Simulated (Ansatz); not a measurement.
**Ti2NF2 monolayer: from the cell to its phonons**

Wanted: vibrations and spectra of Ti2NF2 monolayer; the cell is already relaxed. After the zone centre comes a 4×4×1 q mesh on a 20×20×1 k mesh.

Program: Ansatz 0.2.0. Level of theory: DFT PBEsol, scalar-relativistic, plane waves, PAW. Results are calculated unless marked as measured.

## 1. Set-up

The cell holds 5 atoms: 1 N, 2 Ti and 2 F. Its edges and angles: a = 3.015 Å, b = 3.015 Å, c = 33.200 Å, α = 90.0°, β = 90.0°, γ = 120.0°. Vacuum lies along c.

## 2. Zone-centre response

The cell comes from relaxations at this level that are not shown. The zone centre comes first: it holds the modes that light can see, as far as symmetry allows. No field response is asked, since the mesh shows no gap.

input.yaml reads:

```yaml
crystal:
  lattice:
    - [3.0153097645, 0.0, 0.0]
    - [-1.5076548823, 2.6113348563, 0.0]
    - [0.0, 0.0, 33.2]
  atoms:
    - { symbol: "N", position: [0.0, 0.0, 0.3012048193] }
    - { symbol: Ti, position: [0.3333333333, 0.6666666667, 0.3332737916] }
    - { symbol: Ti, position: [0.6666666667, 0.3333333333, 0.269135847] }
    - { symbol: F, position: [0.6666666667, 0.3333333333, 0.370520269] }
    - { symbol: F, position: [0.3333333333, 0.6666666667, 0.2318893696] }
  periodic: [true, true, false]
kpoints:
  mp_grid: { grid: [18, 18, 1] }
hamiltonian:
  xc: pbesol
scf:
  occupations: { method: methfessel_paxton, width: 0.15 }
output:
  eigenvalues: true
phonons:
  method: dfpt
```

Started as:

```sh
ansatz run input.yaml --threads 8 --pin off --max-ram 14336MiB --backend cpu --events-out ev --progress --plain --runs-dir out
```

Numbers of over 12 decimals in the logs are rounded to 6 here.

The program printed:

```text
Warning: crystal.symmetry: narrowed to the stabiliser of the run's FFT grids — unitary ops 12 → 6. A phonons.method: dfpt run fills in the rows of the dynamical matrix that it does not solve by its symmetry operations, which is exact only for operations that map its FFT grids onto themselves: filled in by any other, the frequencies could depend on the order in which like atoms are typed, or, by more than the grids' own error, on where the crystal sits among the grids' points. Excluded: 6 operations. The run can therefore solve more perturbations, solve them on more k-points, or both, and cost more. [rest of the remark cut]
Engine: ansatz 0.2.0, aarch64-unknown-linux-gnu
Pseudopotentials: kind: paw
Pseudopotential: N, paw, valence charge 5, recommended cutoff 420 eV (normal), N.paw.azcp
Pseudopotential: Ti, paw, valence charge 12, recommended cutoff 420 eV (normal), Ti.paw.azcp
Pseudopotential: F, paw, valence charge 7, recommended cutoff 420 eV (normal), F.paw.azcp
Functional definition: PBEsol
  exchange = pbesol_x
  correlation = pbesol_c
Crystal: 5 atoms, lattice volume = 261.416 Å³
Basis set: ecut = 420 eV, 5007 PW (Γ), exchange–correlation on 48×48×450 points (8 copies of the dense FFT grid, shifted against one another)
Bands: 27, of which v1, the nominal top of the filled ones, is band 22 counted from 1 (21 counted from 0)
Symmetry: 12 space group operations
k-points: 91 of 324 (irreducible under 2 space group operations, time reversal used)
Non-local potential: N, projectors of the file, l = 0: 2, l = 1: 2, l = 2: 1
Non-local potential: Ti, projectors of the file, l = 0: 3, l = 1: 2, l = 2: 3, l = 3: 1
Non-local potential: F, projectors of the file, l = 0: 2, l = 1: 2, l = 2: 1
PAW form: soft (Blöchl's): semilocal exchange-correlation on the pseudo side does not see the compensation charge
PAW frozen core: N, regenerated for the run's functional, and the local potential with it (the file was generated under x = pbe(κ = 0.804, μ = 0.219515), c = pbe(β = 0.066725))
PAW frozen core: Ti, regenerated for the run's functional, and the local potential with it (the file was generated under x = pbe(κ = 0.804, μ = 0.219515), c = pbe(β = 0.066725))
PAW frozen core: F, regenerated for the run's functional, and the local potential with it (the file was generated under x = pbe(κ = 0.804, μ = 0.219515), c = pbe(β = 0.066725))
PAW one-centre angular grid: N, 110 points (default); XC on 64 Gauss nodes
PAW one-centre angular grid: Ti, 590 points (default); XC on 64 Gauss nodes
PAW one-centre angular grid: F, 110 points (default); XC on 64 Gauss nodes
Initial density: superposition of atomic densities (neutral atoms: chi_scale 0, normalization atom), corrected by the library's trained network
Initial wavefunctions: pseudopotential atomic-orbital guess
Functional: x = pbesol(κ = 0.804, μ = 0.123457), c = pbesol(β = 0.046)
SCF iter   1: F=—  HF=-6934.511699 eV  |F-HF|=—  |Δ(HF+E_count)|=         —  Δρ=5.57e-3  dr2=5.40e-2  ethr=1.77e-3  ⟨swp⟩=10.7  Hψ=17143  notcnv=0
preconditioner: auto → LDOS  [metal: Δε(μ)=0.020 eV  Ē_g=11.169 eV  σ=0.150 eV  W_gap=0.11  n_scr=20 (ndim 8)  ℏωp=11.9 eV  f_vac=0.786  D(μ)=2.13/eV (n_scr^D=12)  β→1.0]
SCF iter   2: F=—  HF=-6934.511865 eV  |F-HF|=—  |Δ(HF+E_count)|=   1.66e-4  S|Δr|=    0.00e0  Δρ=4.85e-3  dr2=3.34e-2  ethr=1.26e-4  ⟨swp⟩=3.0  Hψ=6965  notcnv=0  defer=56
SCF iter   3: F=—  HF=-6934.500846 eV  |F-HF|=—  |Δ(HF+E_count)|=   1.10e-2  S|Δr|=    0.00e0  Δρ=4.20e-4  dr2=3.50e-4  ethr=7.77e-5  ⟨swp⟩=3.4  Hψ=5830  notcnv=0  defer=56
SCF iter   4: F=—  HF=-6934.501014 eV  |F-HF|=—  |Δ(HF+E_count)|=   1.67e-4  S|Δr|=    0.00e0  Δρ=1.36e-4  dr2=3.98e-5  ethr=8.14e-7  ⟨swp⟩=3.7  Hψ=5728  notcnv=0  defer=56
SCF iter   5: F=—  HF=-6934.501033 eV  |F-HF|=—  |Δ(HF+E_count)|=   1.90e-5  S|Δr|=    0.00e0  Δρ=3.13e-5  dr2=1.46e-6  ethr=9.27e-8  ⟨swp⟩=3.0  Hψ=4810  notcnv=0  defer=56
SCF iter   6: F=—  HF=-6934.501025 eV  |F-HF|=—  |Δ(HF+E_count)|=   7.22e-6  S|Δr|=    0.00e0  Δρ=1.21e-5  dr2=3.20e-7  ethr=3.39e-9  ⟨swp⟩=3.7  Hψ=5857  notcnv=0  defer=56
SCF iter   7: F=—  HF=-6934.501026 eV  |F-HF|=—  |Δ(HF+E_count)|=   3.42e-7  S|Δr|=    0.00e0  Δρ=2.61e-6  dr2=8.01e-9  ethr=7.44e-10  ⟨swp⟩=3.0  Hψ=4292  notcnv=0  defer=56
SCF iter   8: F=—  HF=-6934.501026 eV  |F-HF|=—  |Δ(HF+E_count)|=   1.79e-7  S|Δr|=    0.00e0  Δρ=7.58e-7  dr2=1.33e-9  ethr=1.86e-11  ⟨swp⟩=3.5  Hψ=5779  notcnv=0  defer=56
SCF iter   9: F=—  HF=-6934.501026 eV  |F-HF|=—  |Δ(HF+E_count)|=   2.11e-8  S|Δr|=    0.00e0  Δρ=1.75e-7  dr2=5.15e-11  ethr=3.10e-12  ⟨swp⟩=3.1  Hψ=5218  notcnv=0  defer=56
SCF iter  10: F=-6934.501026 eV  HF=-6934.501026 eV  |F-HF|=1.55e-11  |Δ(HF+E_count)|=  8.19e-10  S|Δr|=    0.00e0  Δρ=2.85e-8  dr2=1.14e-12  ethr=1.00e-12  ⟨swp⟩=17.5  Hψ=20078  notcnv=0
SCF 1 converged in 10 iterations: F = -6934.501026 eV  dr2 = 1.14e-12
  greatest PAW one-centre occupation: 0.999 electrons in one spin orbital (limit 2), on the Ti atom at site 2 (counted from 0), in its partial waves of l = 0
DFPT response loops at Γ: preconditioner auto → none (partly filled bands, converged f_vac=0.786); β = 0.50; Broyden in place of MSR1
SCF converged after 10 iterations
Stability not checked: this state was not tested for a lower state beside it, because cold or Methfessel-Paxton smearing, or corrected tetrahedra, fill the levels in a way that the test cannot read (fill_not_monotonic; see scf.lower_state_search)
Free energy (F): -6934.501026 eV
Harris-Foulkes:  -6934.501026 eV  (|F-HF|=1.55e-11)
Internal energy: -6934.498284 eV  (E = F + TS)
E sigma→0 (E₀):  -6934.500340 eV
Entropy (-TS):   -0.002742 eV (-0.548 meV/atom)
Fermi energy:    -4.332446 eV
--- Per-component energies (eV) ---
  E_band       = -1087.062935
  E_kinetic    = 1095.728278
  E_local      = -140124.464443  (includes V_loc(G=0)·N_el)
  E_nonlocal   = 211.033698
  E_hartree    = 69374.504320
  E_xc         = -413.575582
  E_vxc        = -526.451410  (∫ρ·V_xc dr)
  E_paw        = -2554.997056  (= ΣΔE_a)
  E_vpaw       = -491.922038  (= ΣTr[D̂ρ^β])
  E_aug_tail   = 0.004270  (compensation charges beyond the density's cutoff)
  E_ewald      = 65476.876479
  E_core_change = 0.391753  (= ΣΔE_core)
  E_smearing   = -0.002742  (= −TS)
  E_closure    = 0.000000  (closes the sum)
  Σ components = -6934.501026   (vs F -6934.501026, Δ=0.00e0)
--- Band table (eV; the first three rows and the last of 91) ---
  k-point 0: bands = [... 18 lower, -9.3216, -9.3216, -5.0252, -5.0252, -4.2954, -2.9845, -2.9845, -2.9612, ... 1 higher]
  k-point 1: bands = [... 18 lower, -9.4196, -9.3506, -5.0867, -4.9694, -4.2956, -3.0626, -2.9840, -2.9053, ... 1 higher]
  k-point 2: bands = [... 18 lower, -9.6169, -9.4269, -5.2657, -4.8094, -4.2738, -3.1494, -2.9596, -2.9399, ... 1 higher]
  k-point 90: bands = [... 18 lower, -10.3228, -9.8512, -5.3216, -4.6982, -3.0368, -2.7906, -2.6195, -2.2155, ... 1 higher]
--- Phonons (Γ-DFPT): 10 representative perturbations + reference, on 91 of 324 k-points (Σ response iterations 55) ---
  ASR residual: 2.447e-5 → 0.000e0 eV/Å²; symmetrization residual: 2.730e-5 eV/Å²
  The last average, over the group as it would stand without the narrowing to the FFT grids, took up to 1.619e-6 eV/Å² of the zone centre's force constants
  ASR residual per site (eV/Å²): 2.45e-5 3.59e-6 5.04e-6 1.89e-5 1.90e-5
  Γ frequencies (cm⁻¹): 0.00 0.00 0.00 202.55 202.55 249.88 283.27 283.27 302.63 302.63 465.02 512.24 601.19 693.39 693.39
  non-analytic LO–TO correction: not included (Born effective charges unavailable; polar crystals: no LO–TO splitting at Γ)
```

Run time: 2.2 min. Hardware: 8 threads of Arm Neoverse V2, shared host; peak memory 2.5 GiB.

This run has no spin polarisation, although Ti can carry a moment.

Numbers from this step:

- gap on the k-mesh: 0 eV
- sum-rule residual before enforcement: 2.45e-5 eV/Å²
- point group: -3m
- area per atom: 1.575 Å²
- highest optical mode at the zone centre (no LO-TO term): 693.4 cm⁻¹
- lowest optical zone-centre mode: 202.6 cm⁻¹

Patterns of degenerate modes are one choice out of their space. Modes at Γ, with each element's share of the kinetic energy:

| mode | frequency (cm⁻¹) | symmetry | N % | Ti % | F % |
| --- | --- | --- | --- | --- | --- |
| 1 | 0.0 | acoustic | 9 | 65 | 26 |
| 2 | 0.0 | acoustic | 9 | 65 | 26 |
| 3 | 0.0 | acoustic | 9 | 65 | 26 |
| 4 | 202.6 | Eg | 0 | 38 | 62 |
| 5 | 202.6 | Eg | 0 | 38 | 62 |
| 6 | 249.9 | A1g | 0 | 53 | 47 |
| 7 | 283.3 | Eu | 3 | 22 | 74 |
| 8 | 283.3 | Eu | 3 | 22 | 74 |
| 9 | 302.6 | Eg | 0 | 62 | 38 |
| 10 | 302.6 | Eg | 0 | 62 | 38 |
| 11 | 465.0 | A2u | 9 | 18 | 73 |
| 12 | 512.2 | A1g | 0 | 47 | 53 |
| 13 | 601.2 | A2u | 81 | 17 | 1 |
| 14 | 693.4 | Eu | 87 | 13 | 0 |
| 15 | 693.4 | Eu | 87 | 13 | 0 |

Displacements in mode 4 (202.6 cm⁻¹), the largest set to 1:
```
N1   0.00  0.00  0.00
Ti2  0.13  0.50  0.00
Ti3 -0.13 -0.50  0.00
F4   0.26  1.00  0.00
F5  -0.26 -1.00  0.00
```

Displacements in mode 14 (693.4 cm⁻¹), the largest set to 1:
```
N1   1.00  0.00  0.00
Ti2 -0.15  0.00  0.00
Ti3 -0.15  0.00  0.00
F4   0.00  0.00  0.00
F5   0.00  0.00  0.00
```

Before it was imposed, the acoustic sum rule was missed by 2.4e-5 eV/Å². Small misses are needed for a sound result but don't prove that mesh and cutoff are converged. The lowest optical mode is real, 203 cm⁻¹.

## 3. The dispersion

Stability and thermal properties need the whole zone. Linear response on a 4×4×1 q mesh gives force constants as far as a supercell of that size would.

input.yaml: that of step 2 with these lines changed.

```diff
@@ -13,3 +13,3 @@
 kpoints:
-  mp_grid: { grid: [18, 18, 1] }
+  mp_grid: { grid: [20, 20, 1] }
 hamiltonian:
@@ -22 +22,10 @@
   method: dfpt
+  qmesh: [4, 4, 1]
+  temperatures: { t_max: 1000, t_step: 50 }
+  qpath:
+    path:
+      - [0.0, 0.0, 0.0]
+      - [0.5, 0.0, 0.0]
+      - [0.33333333, 0.33333333, 0.0]
+      - [0.0, 0.0, 0.0]
+    npoints: 10
```

The program printed:

```text
[...]
Crystal: 5 atoms, lattice volume = 261.416 Å³
Basis set: ecut = 420 eV, 5007 PW (Γ), exchange–correlation on 48×48×450 points (8 copies of the dense FFT grid, shifted against one another)
Bands: 27, of which v1, the nominal top of the filled ones, is band 22 counted from 1 (21 counted from 0)
Symmetry: 12 space group operations
k-points: 44 of 400 (irreducible under 6 space group operations, time reversal used)
[...]
SCF iter   1: F=—  HF=-6934.515623 eV  |F-HF|=—  |Δ(HF+E_count)|=         —  Δρ=5.57e-3  dr2=5.40e-2  ethr=1.77e-3  ⟨swp⟩=10.8  Hψ=8215  notcnv=0
[...]
SCF iter  10: F=-6934.504927 eV  HF=-6934.504927 eV  |F-HF|=1.18e-10  |Δ(HF+E_count)|=   1.13e-9  S|Δr|=    0.00e0  Δρ=3.59e-8  dr2=2.67e-12  ethr=1.00e-12  ⟨swp⟩=17.4  Hψ=9651  notcnv=0
SCF 1 converged in 10 iterations: F = -6934.504927 eV  dr2 = 2.67e-12
[...]
phonons: the bands overlap, so this run is a metal and interpolates without the dipole-dipole term. If the crystal is really an insulator or semiconductor, its LO-TO splitting is missing
NSCF: frozen V_eff on 44 k-points
[...]
DFPT response loops at q = (0, 0, 0) (fractional): preconditioner auto → none (partly filled bands, converged f_vac=0.786); β = 0.50; Broyden in place of MSR1
[...]
SCF converged after 10 iterations
[...]
Free energy (F): -6934.504927 eV
[...]
Internal energy: -6934.506371 eV  (E = F + TS)
E sigma→0 (E₀):  -6934.505288 eV
Entropy (-TS):   0.001444 eV (0.289 meV/atom)
Fermi energy:    -4.344349 eV
[...]
--- Band table (eV; the first three rows and the last of 44) ---
  k-point 0: bands = [... 18 lower, -9.3199, -9.3199, -5.0247, -5.0247, -4.2956, -2.9843, -2.9843, -2.9613, ... 1 higher]
  k-point 1: bands = [... 18 lower, -9.4000, -9.3435, -5.0745, -4.9793, -4.2962, -3.0529, -2.9843, -2.9036, ... 1 higher]
  k-point 2: bands = [... 18 lower, -9.6029, -9.4072, -5.2209, -4.8483, -4.2818, -3.1349, -2.9669, -2.9329, ... 1 higher]
  k-point 43: bands = [... 18 lower, -10.5426, -9.8611, -4.6665, -4.2363, -4.0829, -2.6245, -2.5049, -2.4804, ... 1 higher]
--- Phonons (Γ-DFPT): 10 representative perturbations + reference (Σ response iterations 51) ---
  ASR residual: 8.435e-5 → 0.000e0 eV/Å²; symmetrization residual: 1.093e-5 eV/Å²
[...]
ASR residual per site (eV/Å²): 8.44e-5 1.63e-5 2.65e-5 6.89e-6 2.25e-5
[...]
--- Phonons (arbitrary-q DFPT): 4 irreducible q on the 4×4×1 mesh ---
  q = [0.0000, 0.0000, 0.0000] (star 1, of the zone-centre solve; hermiticity 9.26e-7, symmetrization 5.58e-11, taken by the last average 3.34e-7): -0.00 -0.00 -0.00 202.45 202.45 261.26 283.25 283.25 308.62 308.62 467.37 517.66 602.84 694.84 694.84
  q = [0.0000, 0.2500, 0.0000] (star 6, 15 solved perturbations on 210 of 400 k-point pairs; hermiticity 7.77e-7, symmetrization 1.47e-10, taken by the last average 1.07e-6): 108.33 132.20 196.05 207.01 233.28 257.12 281.53 284.17 301.45 350.92 430.90 441.62 594.75 684.85 691.68
[...]
q = [0.2500, 0.2500, 0.0000] (star 6, 10 solved perturbations in 3050 linear systems a pass and spin channel, the states on 400 of 400 k-point pairs; hermiticity 3.96e-7, symmetrization 8.99e-11, taken by the last average 3.81e-7): 187.19 190.74 222.76 235.58 247.57 254.84 268.03 276.09 302.29 336.04 391.24 401.02 598.14 665.63 693.08
  sum rule: each row above includes the acoustic sum rule's correction from the zone centre's row sums; it moved no ω² by more than (1.28 cm⁻¹)²
  mesh force constants: q→R imaginary residual 4.61e-18; ASR residual 8.435e-5 → 0.000e0 eV/Å²; symmetrization residual 2.487e-14 eV/Å²
  interpolated dispersion: 31 rows × 15 modes
  density of states and harmonic sums: on the 24×24×1 q-mesh, interpolated from the force constants of a 4×4×1 supercell (no non-analytic term)
  largest difference from the sums on the solved wave vectors: F 4.60e-2 eV, S 6.17e-5 and C_V 1.57e-5 eV/K
  zero-point energy: 0.323751 eV/cell   skipped modes (ω ≤ 0): 3   left out of the sums: 3.47e-4 of the cell's modes: C_V's classical limit lies that fraction below 3 k_B per atom; for a crystal, a wire or a layer, F and S can be off by more, and a phonons.interpolated_qmesh denser along its periods is the remedy for the sampling
```

Elapsed: 17 min, on 8 threads; peak memory 5.7 GiB.

This step gave:

- sum-rule residual before enforcement: 8.44e-5 eV/Å²
- lowest frequency on the path: 0 cm⁻¹
- highest frequency on the path or at a solved wavevector: 696.7 cm⁻¹
- mean frequency: 348.2 cm⁻¹
- highest optical mode at the zone centre (no LO-TO term): 694.8 cm⁻¹
- lowest optical zone-centre mode: 202.4 cm⁻¹
- lowest mode on the q mesh (acoustic modes at Γ apart): 108.3 cm⁻¹
- zero-point energy per atom: 64.75 meV
- heat capacity at 300 K: 19.52 J/(mol atoms K)
- vibrational entropy at 300 K: 18.37 J/(mol atoms K)
- edges of the widest gap between branches, on path and mesh: 517.7, 594.5 cm⁻¹

Frequencies (cm⁻¹) solved at each irreducible wavevector; negative means imaginary. Frequencies by wavevector, by row:

```
q in reciprocal lattice units  star  mode 1  mode 2  mode 3  mode 4  mode 13  mode 14  mode 15
                        0 0 0     1       0       0       0   202.4    602.8    694.8    694.8
                     0 0.25 0     6   108.3   132.2   196.1     207    594.8    684.9    691.7
                     0 -0.5 0     3   184.9   201.4   208.6   251.6    595.6    667.8    688.9
                  0.25 0.25 0     6   187.2   190.7   222.8   235.6    598.1    665.6    693.1
```

Interpolated from a 4×4×1 q mesh. Phonon branches along the path, in cm⁻¹:

| point | branch 1 | branch 2 | branch 3 | branch 4 | branch 12 | branch 13 | branch 14 | branch 15 |
| --- | --- | --- | --- | --- | --- | --- | --- | --- |
| Γ | 0 | 0 | 0 | 202 | 518 | 603 | 695 | 695 |
| halfway | 108 | 132 | 196 | 207 | 442 | 595 | 685 | 692 |
| M | 185 | 201 | 209 | 252 | 422 | 596 | 668 | 689 |
| halfway | 199 | 204 | 218 | 242 | 406 | 598 | 666 | 689 |
| K | 210 | 210 | 219 | 247 | 386 | 601 | 676 | 676 |
| halfway | 126 | 162 | 185 | 227 | 428 | 594 | 678 | 696 |
| Γ | 0 | 0 | 0 | 202 | 518 | 603 | 695 | 695 |

Tetrahedra on a 24×24×1 mesh, mean over bins of 10 cm-1. Interpolated from a 4×4×1 q mesh. The phonon density of states by wavenumber; read off at these points:

```csv
wavenumber (cm⁻¹),phonon density of states (1/cm⁻¹/cell)
5,9.3e-4
35,0.00263
75,0.00422
105,0.00627
135,0.0108
165,0.0195
205,0.0532
215,0.0603
235,0.0432
245,0.0671
265,0.0563
275,0.124
305,0.0974
335,0.0140
365,0
395,0.0287
435,0.0155
465,0.00749
495,0.00231
535,0
565,0
595,0.0925
625,0
665,0.0432
695,0.0860
```

The partial phonon density of states has structure finer than the step of the table below, so its rows give means over 25 cm⁻¹, whole bins alone (the curve runs from -10 to 728 cm⁻¹). Peaks (cm⁻¹: height): F 273.0: 0.0723, 300.8: 0.0511, 389.0: 0.0282; N 597.7: 0.0598, 667.3: 0.0378, 690.5: 0.0689; Ti 217.3: 0.0354, 245.2: 0.0345, 277.6: 0.0310, 300.8: 0.0317, 351.9: 0.0155, 421.4: 0.0113, 690.5: 0.0106.

Phonopy on the run's constants, 21x21x1 mesh, Gaussian sigma 5.3 cm-1. Interpolated from a 4×4×1 q mesh. Partial phonon density of states against wavenumber; means over each step; values in 1/cm⁻¹/cell:

| wavenumber (cm⁻¹) | F | N | Ti |
| --- | --- | --- | --- |
| 25 | 5.9e-4 | 2.1e-4 | 0.00136 |
| 50 | 9.6e-4 | 3.3e-4 | 0.00212 |
| 75 | 0.00118 | 3.9e-4 | 0.00252 |
| 100 | 0.00176 | 5.7e-4 | 0.00366 |
| 125 | 0.00266 | 8.5e-4 | 0.00543 |
| 150 | 0.00414 | 0.00142 | 0.00893 |
| 175 | 0.00675 | 0.00262 | 0.0167 |
| 200 | 0.0150 | 0.00322 | 0.0283 |
| 225 | 0.0185 | 0.00142 | 0.0325 |
| 250 | 0.0324 | 9.0e-4 | 0.0282 |
| 275 | 0.0574 | 0.00109 | 0.0237 |
| 300 | 0.0341 | 8.9e-4 | 0.0229 |
| 325 | 0.00604 | 2.4e-4 | 0.0106 |
| 350 | 0.00409 | 8.7e-5 | 0.0118 |
| 375 | 0.00831 | 1.9e-4 | 0.00261 |
| 400 | 0.0199 | 4.0e-4 | 0.00724 |
| 425 | 0.0148 | 2.4e-4 | 0.00899 |
| 450 | 0.00724 | 2.1e-4 | 0.00384 |
| 475 | 0.00239 | 9.2e-5 | 0.00158 |
| 500 | 0.00112 | 0 | 0.00108 |
| 525 | 2.4e-4 | 0 | 2.3e-4 |
| 550 | 0 | 0 | 0 |
| 575 | 6.1e-6 | 0.00237 | 3.7e-4 |
| 600 | 9.5e-5 | 0.0318 | 0.00515 |
| 625 | 7.6e-7 | 1.6e-4 | 2.8e-5 |
| 650 | 4.5e-6 | 0.00345 | 3.8e-4 |
| 675 | 5.7e-5 | 0.0357 | 0.00447 |
| 700 | 3.5e-5 | 0.0311 | 0.00484 |

Harmonic thermodynamic functions per atom, from the density of states. Interpolated from a 4×4×1 q mesh. Thermodynamic functions, by row:

```csv
T (K),F_vib (meV/atom),S (J/mol-atom/K),C_V (J/mol-atom/K)
0,64.75,0,0
100,63.72,3.32,7.179
200,56.22,11.22,15.55
300,40.77,18.37,19.52
400,18.57,24.29,21.52
500,-9.23,29.22,22.62
600,-41.74,33.41,23.27
700,-78.28,37.02,23.68
800,-118.3,40.21,23.96
900,-161.5,43.04,24.16
1000,-207.5,45.59,24.3
```

Symmetry leaves 4 wavevectors to solve. The lowest mode among them, the acoustic zeros apart, lies at q = (0, 0.25, 0) and is real, 108 cm⁻¹.

(Part 1 of 2 ends here.)

[Logs are printed without paths, hosts, clocks, repeated set-up lines and the standing remarks that a program may print on its own settings, such as how far it seeks lower states.]

[Hosts, paths, dates, database ids (printed as entryN), source tags and the programs' standing remarks are cut or masked in the printed files.]
